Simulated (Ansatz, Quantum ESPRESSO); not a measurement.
# K3HO (Pm-3m): phonons by linear response, part 4 of 4

Wanted: phonon bands, density of states and zone-centre response of K3HO (Pm-3m).

Quantum ESPRESSO 7.5; DFT LDA, scalar-relativistic, plane waves, PseudoDojo norm-conserving pseudopotentials.

So far. Step 12 (The LO-TO splitting (1 0 0)): The field moves 3 modes; the highest of them now lies at 453 cm⁻¹, where the highest that moved away lay at 290. Step 14 (A changed mass): The top of the path falls from 453 to 394 cm⁻¹, a ratio of 0.87; a mode of that atom alone would give 0.71.

The structure was built from a prototype and need not be the compound's stable phase.

## Step 15: The same in Ansatz

A second program on the same cell, potentials, cutoff and meshes tests the implementation of the phonon response, not its convergence. Its field response is summed in its own way. Its k mesh is centred on Γ.

This step: DFT LDA, scalar-relativistic, plane waves, PseudoDojo norm-conserving pseudopotentials (Ansatz 0.2.0).

input.yaml reads:

```yaml
crystal:
  lattice:
    - [5.0075083938, 0.0, 0.0]
    - [0.0, 5.0075083938, 0.0]
    - [0.0, 0.0, 5.0075083938]
  atoms:
    - { symbol: H, position: [0.0, 0.0, 0.0] }
    - { symbol: O, position: [0.5, 0.5, 0.5] }
    - { symbol: K, position: [0.5, 0.5, 0.0] }
    - { symbol: K, position: [0.5, 0.0, 0.5] }
    - { symbol: K, position: [0.0, 0.5, 0.5] }
kpoints:
  mp_grid: { grid: [4, 4, 4] }
hamiltonian:
  xc: lda
  pseudopotentials: { kind: nc, accuracy: standard }
scf:
  occupations: { method: fixed }
output:
  eigenvalues: true
basis:
  ecutwfc: 1142.878
phonons:
  method: dfpt
  dielectric: true
  rigid_motions: translations
  qmesh: [2, 2, 2]
  temperatures: { t_max: 1000, t_step: 50 }
  qpath:
    path:
      - [[0.0, 0.0, 0.0], [0.0, 0.5, 0.0], [0.5, 0.5, 0.0], [0.0, 0.0, 0.0], [0.5, 0.5, 0.5], [0.0, 0.5, 0.0]]
      - [[0.5, 0.5, 0.5], [0.5, 0.5, 0.0]]
    npoints: 12
```

On the command line:

```
$ ansatz run input.yaml --threads 4 --pin off --max-ram 8192MiB --backend cpu --events-out ev --progress --plain --runs-dir out
```

The program printed:

```text
Warning: basis.ecutwfc = 1142.878 eV is below the records' recommended 1142.878222 eV, and the density's cutoff is lower with it unless basis.ecutrho_ratio is high enough to keep the records' density cutoff: compare with a run at a higher cutoff
Engine: ansatz 0.2.0, x86_64-unknown-linux-gnu
Pseudopotentials: kind: nc
Pseudopotential: H, nc, valence charge 1, recommended cutoff 1006.821291 eV (normal), H.nc.azcp (PseudoDojo's, or run here from an input of PseudoDojo's; its table is named by hamiltonian.pseudopotentials.accuracy)
Pseudopotential: O, nc, valence charge 6, recommended cutoff 1142.878222 eV (normal), O.nc.azcp (PseudoDojo's, or run here from an input of PseudoDojo's; its table is named by hamiltonian.pseudopotentials.accuracy)
Pseudopotential: K, nc, valence charge 9, recommended cutoff 979.609905 eV (normal), K.nc.azcp (PseudoDojo's, or run here from an input of PseudoDojo's; its table is named by hamiltonian.pseudopotentials.accuracy)
Functional definition: SPW92
  exchange = slater_x
  correlation = pw_c
Crystal: 5 atoms, lattice volume = 125.564 Å³
Basis set: ecut = 1142.878 eV, 11067 PW (Γ), exchange–correlation on 120×120×120 points (8 copies of the dense FFT grid, shifted against one another)
Bands: 22, of which v1, the nominal top of the filled ones, is band 17 counted from 1 (16 counted from 0)
Symmetry: 48 space group operations
k-points: 30 of 64 (irreducible under 2 space group operations, time reversal used)
Non-local potential: H, projectors of the file, l = 0: 2, l = 1: 1
Non-local potential: O, projectors of the file, l = 0: 2, l = 1: 2, l = 2: 1
Non-local potential: K, projectors of the file, l = 0: 2, l = 1: 2, l = 2: 2
Initial density: superposition of atomic densities (chi_scale 0.1, normalization cell), built separately for each of the 2 bonded fragments (scf.initial_density.interfragment_charge_transfer: auto; true builds it for the cell as a whole; a typed value also counts as a typed key of the start: scf.initial_density.chi_scale says what that changes, if anything)
Initial wavefunctions: pseudopotential atomic-orbital guess
Functional: x = slater, c = lda
SCF iter   1: F=—  HF=-2910.129738 eV  |F-HF|=—  |Δ(HF+E_count)|=         —  Δρ=8.16e-2  dr2=7.76e0  ethr=3.10e-3  ⟨swp⟩=6.4  Hψ=3197  notcnv=0  defer=66
preconditioner: auto → Resta (q_TF=auto, 2.194 Å⁻¹)  ε∞=2.6  [insulator: Δε(μ)=0.169 eV  Ē_g=13.820 eV  n_scr=26 (ndim 8)  ℏωp=17.5 eV  f_vac=0.000  ε∞_Penn≈2.6]
SCF iter   2: F=—  HF=-2909.277684 eV  |F-HF|=—  |Δ(HF+E_count)|=   8.52e-1  Δρ=4.85e-2  dr2=3.21e0  ethr=3.10e-3  ⟨swp⟩=4.6  Hψ=2092  notcnv=0  defer=77
SCF iter   3: F=—  HF=-2908.593960 eV  |F-HF|=—  |Δ(HF+E_count)|=   6.84e-1  Δρ=1.01e-2  dr2=2.69e-1  ethr=3.10e-3  ⟨swp⟩=2.6  Hψ=1415  notcnv=0  defer=70
SCF iter   4: F=—  HF=-2908.560949 eV  |F-HF|=—  |Δ(HF+E_count)|=   3.30e-2  Δρ=6.95e-3  dr2=6.86e-2  ethr=7.92e-4  ⟨swp⟩=4.1  Hψ=1391  notcnv=0  defer=83
SCF iter   5: F=—  HF=-2908.551430 eV  |F-HF|=—  |Δ(HF+E_count)|=   9.52e-3  Δρ=8.91e-4  dr2=9.37e-4  ethr=2.02e-4  ⟨swp⟩=2.0  Hψ=1024  notcnv=0  defer=83
SCF iter   6: F=—  HF=-2908.552239 eV  |F-HF|=—  |Δ(HF+E_count)|=   8.09e-4  Δρ=2.29e-4  dr2=7.71e-5  ethr=2.75e-6  ⟨swp⟩=3.2  Hψ=1444  notcnv=0  defer=84
SCF iter   7: F=—  HF=-2908.552252 eV  |F-HF|=—  |Δ(HF+E_count)|=   1.26e-5  Δρ=7.61e-5  dr2=5.29e-6  ethr=2.27e-7  ⟨swp⟩=2.2  Hψ=1057  notcnv=0  defer=83
SCF iter   8: F=—  HF=-2908.552258 eV  |F-HF|=—  |Δ(HF+E_count)|=   6.43e-6  Δρ=1.78e-5  dr2=2.85e-7  ethr=1.55e-8  ⟨swp⟩=2.4  Hψ=1126  notcnv=0  defer=79
SCF iter   9: F=—  HF=-2908.552172 eV  |F-HF|=—  |Δ(HF+E_count)|=   8.63e-5  Δρ=1.61e-6  dr2=2.68e-9  ethr=8.38e-10  ⟨swp⟩=2.0  Hψ=1054  notcnv=0  defer=76
SCF iter  10: F=—  HF=-2908.552172 eV  |F-HF|=—  |Δ(HF+E_count)|=   3.66e-9  Δρ=2.38e-7  dr2=1.07e-10  ethr=7.88e-12  ⟨swp⟩=3.0  Hψ=1208  notcnv=0  defer=76
SCF iter  11: F=-2908.552172 eV  HF=-2908.552172 eV  |F-HF|=1.36e-12  |Δ(HF+E_count)|=  4.23e-11  Δρ=5.05e-8  dr2=3.25e-12  ethr=1.00e-12  ⟨swp⟩=22.9  Hψ=7136  notcnv=0
SCF 1 converged in 11 iterations: F = -2908.552172 eV  dr2 = 3.25e-12
DFPT response loops at Γ: preconditioner auto → Resta (q_TF=auto, 2.194 Å⁻¹)  ε∞=6.3 (no band partly filled); β = 1.00, the filter's whole step (`scf.mixing.beta` (0.50) is not read by the response loops at its default; to damp them type it under 1.00, their step now; it binds the ground state too); Broyden in place of MSR1
── the response to a field inside a basis, on 6×6×6 k-points: an SCF that follows is theirs, and a resumed run solves both again ──
Bands: 18, of which v1, the nominal top of the filled ones, is band 17 counted from 1 (16 counted from 0)
k-points: 10 of 216
Initial density: handed on by an earlier stage of this run
Initial wavefunctions: pseudopotential atomic-orbital guess (no wavefunctions were taken with the density)
Eigensolver: Dense (10 Hₖ)
SCF iter   1: F=—  HF=-2908.546441 eV  |F-HF|=—  |Δ(HF+E_count)|=         —  Δρ=1.00e-4  dr2=8.09e-6  ethr=1.00e-1
preconditioner: auto → Resta (q_TF=auto, 2.194 Å⁻¹)  ε∞=3.1  [insulator: Δε(μ)=1.829 eV  Ē_g=12.246 eV  n_scr=26 (ndim 8)  ℏωp=17.5 eV  f_vac=0.066  ε∞_Penn≈3.1]
SCF iter   2: F=—  HF=-2908.546441 eV  |F-HF|=—  |Δ(HF+E_count)|=   5.62e-7  Δρ=6.53e-5  dr2=2.45e-6  ethr=2.38e-8
SCF iter   3: F=—  HF=-2908.546440 eV  |F-HF|=—  |Δ(HF+E_count)|=   3.26e-7  Δρ=3.10e-5  dr2=4.03e-7  ethr=7.20e-9
SCF iter   4: F=-2908.546440 eV  HF=-2908.546440 eV  |F-HF|=1.06e-10  |Δ(HF+E_count)|=   3.98e-8  Δρ=3.47e-6  dr2=1.66e-8  ethr=1.19e-9
SCF 1 converged in 4 iterations: F = -2908.546440 eV  dr2 = 1.66e-8
DFPT response loops at Γ: preconditioner auto → Resta (q_TF=auto, 2.194 Å⁻¹)  ε∞=5.7 (no band partly filled); β = 1.00, the filter's whole step (`scf.mixing.beta` (0.50) is not read by the response loops at its default; to damp them type it under 1.00, their step now; it binds the ground state too); Broyden in place of MSR1
WARN: field response: ε∞ stands inside a basis, on 6×6×6 points; the force constants stand on the 4×4×4 k-mesh, whose period is 13.91 times the interband length at k = (0.0000, 0.0000, -0.5000), direct gap 1.639 eV, under 14: take them and everything formed from them as unconverged, and compare with a denser kpoints.mp_grid
NSCF: frozen V_eff on 10 k-points
NSCF: frozen V_eff on 54 k-points
DFPT response loops at q = (0, 0, -0.5) (fractional): preconditioner auto → Resta (q_TF=auto, 2.194 Å⁻¹)  ε∞=6.3 (no band partly filled); β = 1.00, the filter's whole step (`scf.mixing.beta` (0.50) is not read by the response loops at its default; to damp them type it under 1.00, their step now; it binds the ground state too); Broyden in place of MSR1
NSCF: frozen V_eff on 54 k-points
DFPT response loops at q = (0, -0.5, -0.5) (fractional): mixed as the last ones told, above
NSCF: frozen V_eff on 54 k-points
DFPT response loops at q = (-0.5, -0.5, -0.5) (fractional): mixed as the last ones told, above
SCF converged after 11 iterations
Free energy (F): -2908.552172 eV
Harris-Foulkes:  -2908.552172 eV  (|F-HF|=1.36e-12)
Internal energy: -2908.552172 eV  (E = F + TS)
E sigma→0 (E₀):  -2908.552172 eV
Fermi energy:    3.318267 eV
--- Per-component energies (eV) ---
  E_band       = -338.498687
  E_kinetic    = 1154.828460
  E_local      = -2963.904468  (includes V_loc(G=0)·N_el)
  E_nonlocal   = 277.329939
  E_hartree    = 906.704957
  E_xc         = -630.451468
  E_vxc        = -620.162586  (∫ρ·V_xc dr)
  E_ewald      = -1653.059592
  E_smearing   = -0.000000  (= −TS)
  E_closure    = -0.000000  (closes the sum)
  Σ components = -2908.552172   (vs F -2908.552172, Δ=0.00e0)
--- Band table (eV; the first three rows and the last of 30) ---
  k-point 0: bands = [... 13 lower, 1.0381, 3.3183, 3.3183, 3.3183, 6.7200, 6.7605, 6.7605, 8.0221, ... 1 higher]
  k-point 1: bands = [... 13 lower, 1.2715, 2.8587, 3.2591, 3.2591, 5.6684, 7.1677, 7.2317, 7.8576, ... 1 higher]
  k-point 2: bands = [... 13 lower, 1.5278, 2.4877, 3.2032, 3.2032, 4.8421, 7.7110, 7.7110, 7.7949, ... 1 higher]
  k-point 29: bands = [... 13 lower, 1.8134, 2.0606, 2.0606, 2.0606, 7.1205, 7.1205, 7.1205, 8.0545, ... 1 higher]
--- Phonons (Γ-DFPT): 4 representative perturbations + reference, on 30 of 64 k-points (Σ response iterations 14) ---
  k mesh reduced under 2 symmetry operations, with k and −k counted as one. Each operation leaves every solved perturbation unchanged. A smaller set is not considered because the run solves the response to a homogeneous field
  ASR residual: 1.004e-4 → 0.000e0 eV/Å²; symmetrization residual: 1.236e-6 eV/Å²
  ASR residual per site (eV/Å²): 4.61e-5 1.00e-4 3.61e-5 3.61e-5 3.61e-5
  Γ frequencies (cm⁻¹): -168.55 -168.55 -168.55 -32.35 -32.35 -32.35 0.00 0.00 0.00 203.85 203.85 203.85 290.36 290.36 290.36
  ε∞ (high-frequency dielectric tensor):
        3.055966     0.000000     0.000000
        0.000000     3.055966     0.000000
        0.000000     0.000000     3.055966
  softest optical mode at Γ: -168.55 cm⁻¹; the repairs (sum rule, projections) moved no ω² at Γ by more than (4.18 cm⁻¹)²
  Born effective charges Z* (e; rows j = field, columns β = displacement):
    site 0:
        -1.08228   -0.00000    0.00000
         0.00000   -1.08228    0.00000
         0.00000    0.00000   -1.08228
    site 1:
        -2.26688   -0.00000    0.00000
         0.00000   -2.26688    0.00000
         0.00000    0.00000   -2.26688
    site 2:
         1.04875   -0.00000    0.00000
         0.00000    1.04875    0.00000
         0.00000    0.00000    1.25166
    site 3:
         1.04875    0.00000    0.00000
         0.00000    1.25166    0.00000
         0.00000    0.00000    1.04875
    site 4:
         1.25166   -0.00000    0.00000
        -0.00000    1.04875    0.00000
         0.00000    0.00000    1.04875
  Z* charge neutrality: 3.218e-3 e pre-enforcement
  solved inside a basis spanned on kpoints, on 6×6×6 k-points, its susceptibility summed on 8×8×8: ε∞ is read to err by 8.3e-3, Z* by 1.5e-2 e (field_mesh: kpoints solves on kpoints); Z* is corrected for what the basis lacks
  optical modes at Γ without the LO–TO term, one row a degenerate level:
      ω (cm⁻¹)  modes    IR ((D/Å)²/amu)
       -168.55      3            79.3281
        -32.35      3             0.0000
        203.85      3            16.3549
        290.36      3            13.6422
  optical modes at Γ + LO–TO along q̂ = [1.0000, 0.0000, 0.0000]:
      ω (cm⁻¹)  modes    IR ((D/Å)²/amu)
       -168.55      2            52.8854
        -32.35      3             0.0000
        147.39      1             1.2671
        203.85      2            10.9032
        262.23      1             1.1167
        290.36      2             9.0948
        457.74      1            34.0579
  optical modes at Γ + LO–TO along q̂ = [0.0000, 1.0000, 0.0000]:
      ω (cm⁻¹)  modes    IR ((D/Å)²/amu)
       -168.55      2            52.8854
        -32.35      3             0.0000
        147.39      1             1.2671
        203.85      2            10.9032
        262.23      1             1.1167
        290.36      2             9.0948
        457.74      1            34.0579
  optical modes at Γ + LO–TO along q̂ = [0.0000, 0.0000, 1.0000]:
      ω (cm⁻¹)  modes    IR ((D/Å)²/amu)
       -168.55      2            52.8854
        -32.35      3             0.0000
        147.39      1             1.2671
        203.85      2            10.9032
        262.23      1             1.1167
        290.36      2             9.0948
        457.74      1            34.0579
--- Phonons (arbitrary-q DFPT): 4 irreducible q on the 2×2×2 mesh ---
  q = [0.0000, 0.0000, 0.0000] (star 1, of the zone-centre solve; hermiticity 2.33e-7, symmetrization 2.33e-7): -168.55 -168.55 -168.55 -32.35 -32.35 -32.35 -0.00 -0.00 0.00 203.85 203.85 203.85 290.36 290.36 290.36
  q = [0.0000, 0.0000, -0.5000] (star 3, 9 solved perturbations in 216 linear systems a pass and spin channel, the states on 27 of 64 k-point pairs; hermiticity 2.22e-7, symmetrization 1.25e-12): -118.84 -118.84 -27.39 -27.39 17.77 97.22 118.13 118.13 124.16 124.16 184.54 291.00 291.00 353.91 441.61
  q = [0.0000, -0.5000, -0.5000] (star 3, 9 solved perturbations in 216 linear systems a pass and spin channel, the states on 27 of 64 k-point pairs; hermiticity 3.07e-7, symmetrization 1.40e-13): -103.46 -103.46 -64.67 -36.31 36.07 36.07 113.13 113.85 172.69 221.53 221.53 239.39 293.20 396.23 396.23
  q = [-0.5000, -0.5000, -0.5000] (star 1, 4 solved perturbations in 81 linear systems a pass and spin channel, the states on 27 of 64 k-point pairs; hermiticity 1.71e-7, symmetrization 4.12e-13): -118.29 -118.29 -118.29 -65.08 -65.08 -65.08 172.22 172.22 252.27 276.67 276.67 276.67 338.57 338.57 338.57
  sum rule: each row above includes the acoustic sum rule's correction from the zone centre's row sums; it moved no ω² by more than (3.53 cm⁻¹)²
  mesh force constants: q→R imaginary residual 4.31e-18; ASR residual 1.004e-4 → 0.000e0 eV/Å²; symmetrization residual 2.887e-15 eV/Å²
  interpolated dispersion: 75 rows × 15 modes
  density of states and harmonic sums: on the 12×12×12 q-mesh, interpolated from the force constants of a 2×2×2 supercell (with the dipole–dipole term)
  largest difference from the sums on the solved wave vectors: F 8.88e-2 eV, S 9.71e-5 and C_V 3.46e-5 eV/K
  zero-point energy: 0.137193 eV/cell   skipped modes (ω ≤ 0): 423, of them read as no rigid motion or as one in doubt: 420 (4.972e0 modes/cell left out, lowest -168.55 cm⁻¹)   left out of the sums: 3.32e-1 of the cell's modes: C_V's classical limit lies that fraction below 3 k_B per atom; for a crystal, a wire or a layer, F and S can be off by more, and a phonons.interpolated_qmesh denser along its periods is the remedy for the sampling
```

Elapsed: 2.6 min, on 4 threads of Intel Xeon Platinum 8488C (Sapphire Rapids), shared host; peak memory 1.9 GiB; 9.9 min of CPU time.

Read from the output:

```yaml
sum_rule_residual_before_enforcement: 1.00e-4 eV/Å²
miss_of_the_charge_sum_rule: 0.003218 e
estimated_error_of_the_dielectric_tensor: 0.008326
estimated_error_of_the_born_charges: 0.01512 e
lowest_frequency_on_the_path: -168.6 cm⁻¹
share_of_modes_beyond_3i_cm_minus1_on_the_dense_interpolated_mesh: 0.3294
highest_optical_zone_centre_mode_no_lo_to_term: 290.4 cm⁻¹
lowest_optical_zone_centre_mode: -168.6 cm⁻¹
mean_high_frequency_dielectric_constant: 3.056
largest_born_charge_in_size_third_of_the_trace: 2.267 e
highest_mode_moved_by_the_lo_to_term: 457.7 cm⁻¹
lowest_mode_on_the_q_mesh_acoustic_ones_at_the_zone_centre_apart: -168.6 cm⁻¹
```

Transverse modes; imaginary modes left out. Infrared lines, with heights relative to the strongest:

```
position (cm⁻¹)  label  IR intensity ((D/Å)²/amu), degenerate modes summed, relative
            204    T1u                                                           100
            290    T1u                                                            83
```

The log warns that the force constants on this k mesh are to be taken as unconverged.

## Step 16: Side by side: QE PseudoDojo and Ansatz, PseudoDojo

Numbers from this step:

- root-mean-square difference: 0.08 cm⁻¹
- largest difference: 0.29 cm⁻¹
- root-mean-square difference on the path: 0.5 cm⁻¹
- largest difference on the path: 4.5 cm⁻¹

The 12 of 57 modes that differ most. Frequencies side by side:

```
q (reciprocal lattice)  mode  QE PseudoDojo (cm⁻¹)  Ansatz, PseudoDojo (cm⁻¹)
                 0 0 0     1                -168.7                     -168.6
                 0 0 0     2                -168.7                     -168.6
                 0 0 0     3                -168.7                     -168.6
                 0 0 0    13                 290.3                      290.4
              0 0 -0.5     1                -118.9                     -118.8
              0 0 -0.5     2                -118.9                     -118.8
              0 0 -0.5     3                -27.64                     -27.39
              0 0 -0.5     4                -27.64                     -27.39
           0 -0.5 -0.5     4                 -36.6                     -36.31
        -0.5 -0.5 -0.5     1                -118.4                     -118.3
        -0.5 -0.5 -0.5     2                -118.4                     -118.3
        -0.5 -0.5 -0.5     3                -118.4                     -118.3
```

The two runs side by side. Further quantities:

```
                                                                               quantity  QE PseudoDojo  Ansatz, PseudoDojo
                                                                                mean ε∞          3.117               3.056
largest Born charge in size (e; the first before, the second after the charge sum rule)           2.28               2.267
```

At the solved wavevectors the largest difference (acoustic modes at Γ apart) is 0.07 % of the highest mode (on the interpolated path 1 %).

## Step 17: What came out

```
space group after relaxation                                       : Pm-3m
volume per atom                                                    : 25.1 Å³
gap on the k-mesh                                                  : 1.52 eV
highest optical zone-centre mode (no LO-TO term)                   : 290.3 cm⁻¹
lowest optical zone-centre mode                                    : -168.9 cm⁻¹
highest mode moved by the LO-TO term                               : 453.2 cm⁻¹
mean high-frequency dielectric constant                            : 3.12
largest Born charge in size (third of the trace)                   : 2.28 e
q mesh                                                             : 2×2×2
lowest mode on the q mesh (acoustic ones at the zone centre apart) : -168.7 cm⁻¹
imaginary modes on the q mesh                                      : yes
largest difference from Ansatz, PseudoDojo                         : 0.29 cm⁻¹
```

**Reading.** K3HO (Pm-3m) is unstable: a mode solved on the 2×2×2 mesh is imaginary, 169i cm⁻¹; its spectrum reaches 453 cm⁻¹. At the LDA level the optical modes of K3HO (Pm-3m) at the zone centre (no LO-TO term) run from 169i to 290 cm⁻¹, so the structure is a saddle point, with 6 modes beyond 10i cm⁻¹ there. Along the directions run, the highest mode that the macroscopic field moves lies at 453 cm⁻¹. The most unstable solved mode lies at the zone centre, but modes at other wavevectors are imaginary too, so the distortion may enlarge the cell. Of the 12 optical modes, 9 are infrared active alone and 3 are silent. QE PseudoDojo and Ansatz, PseudoDojo agree to 0.29 cm⁻¹ (0.07 % of the highest mode compared) on all solved modes but the acoustic ones at Γ, without the LO-TO term. Their interpolated bands part by up to 4 cm⁻¹. The highest LO mode, which hangs on the field response, is 453 against 458 cm⁻¹. These are harmonic frequencies at zero temperature: anharmonic shifts and linewidths and thermal expansion are left out. Ansatz's log warns that force constants on this k mesh are to be taken as unconverged, an error that the frequencies of both programs share. The structure is a hypothetical one, built on a prototype.

[Host names and launcher messages were left out of these logs when they were recorded.]

[Logs are printed without paths, hosts, clocks, repeated set-up lines and the standing remarks that a program may print on its own settings, such as how far it seeks lower states.]

[Hosts, paths, dates, database ids (printed as entryN), source tags and the programs' standing remarks are cut or masked in the printed files.]
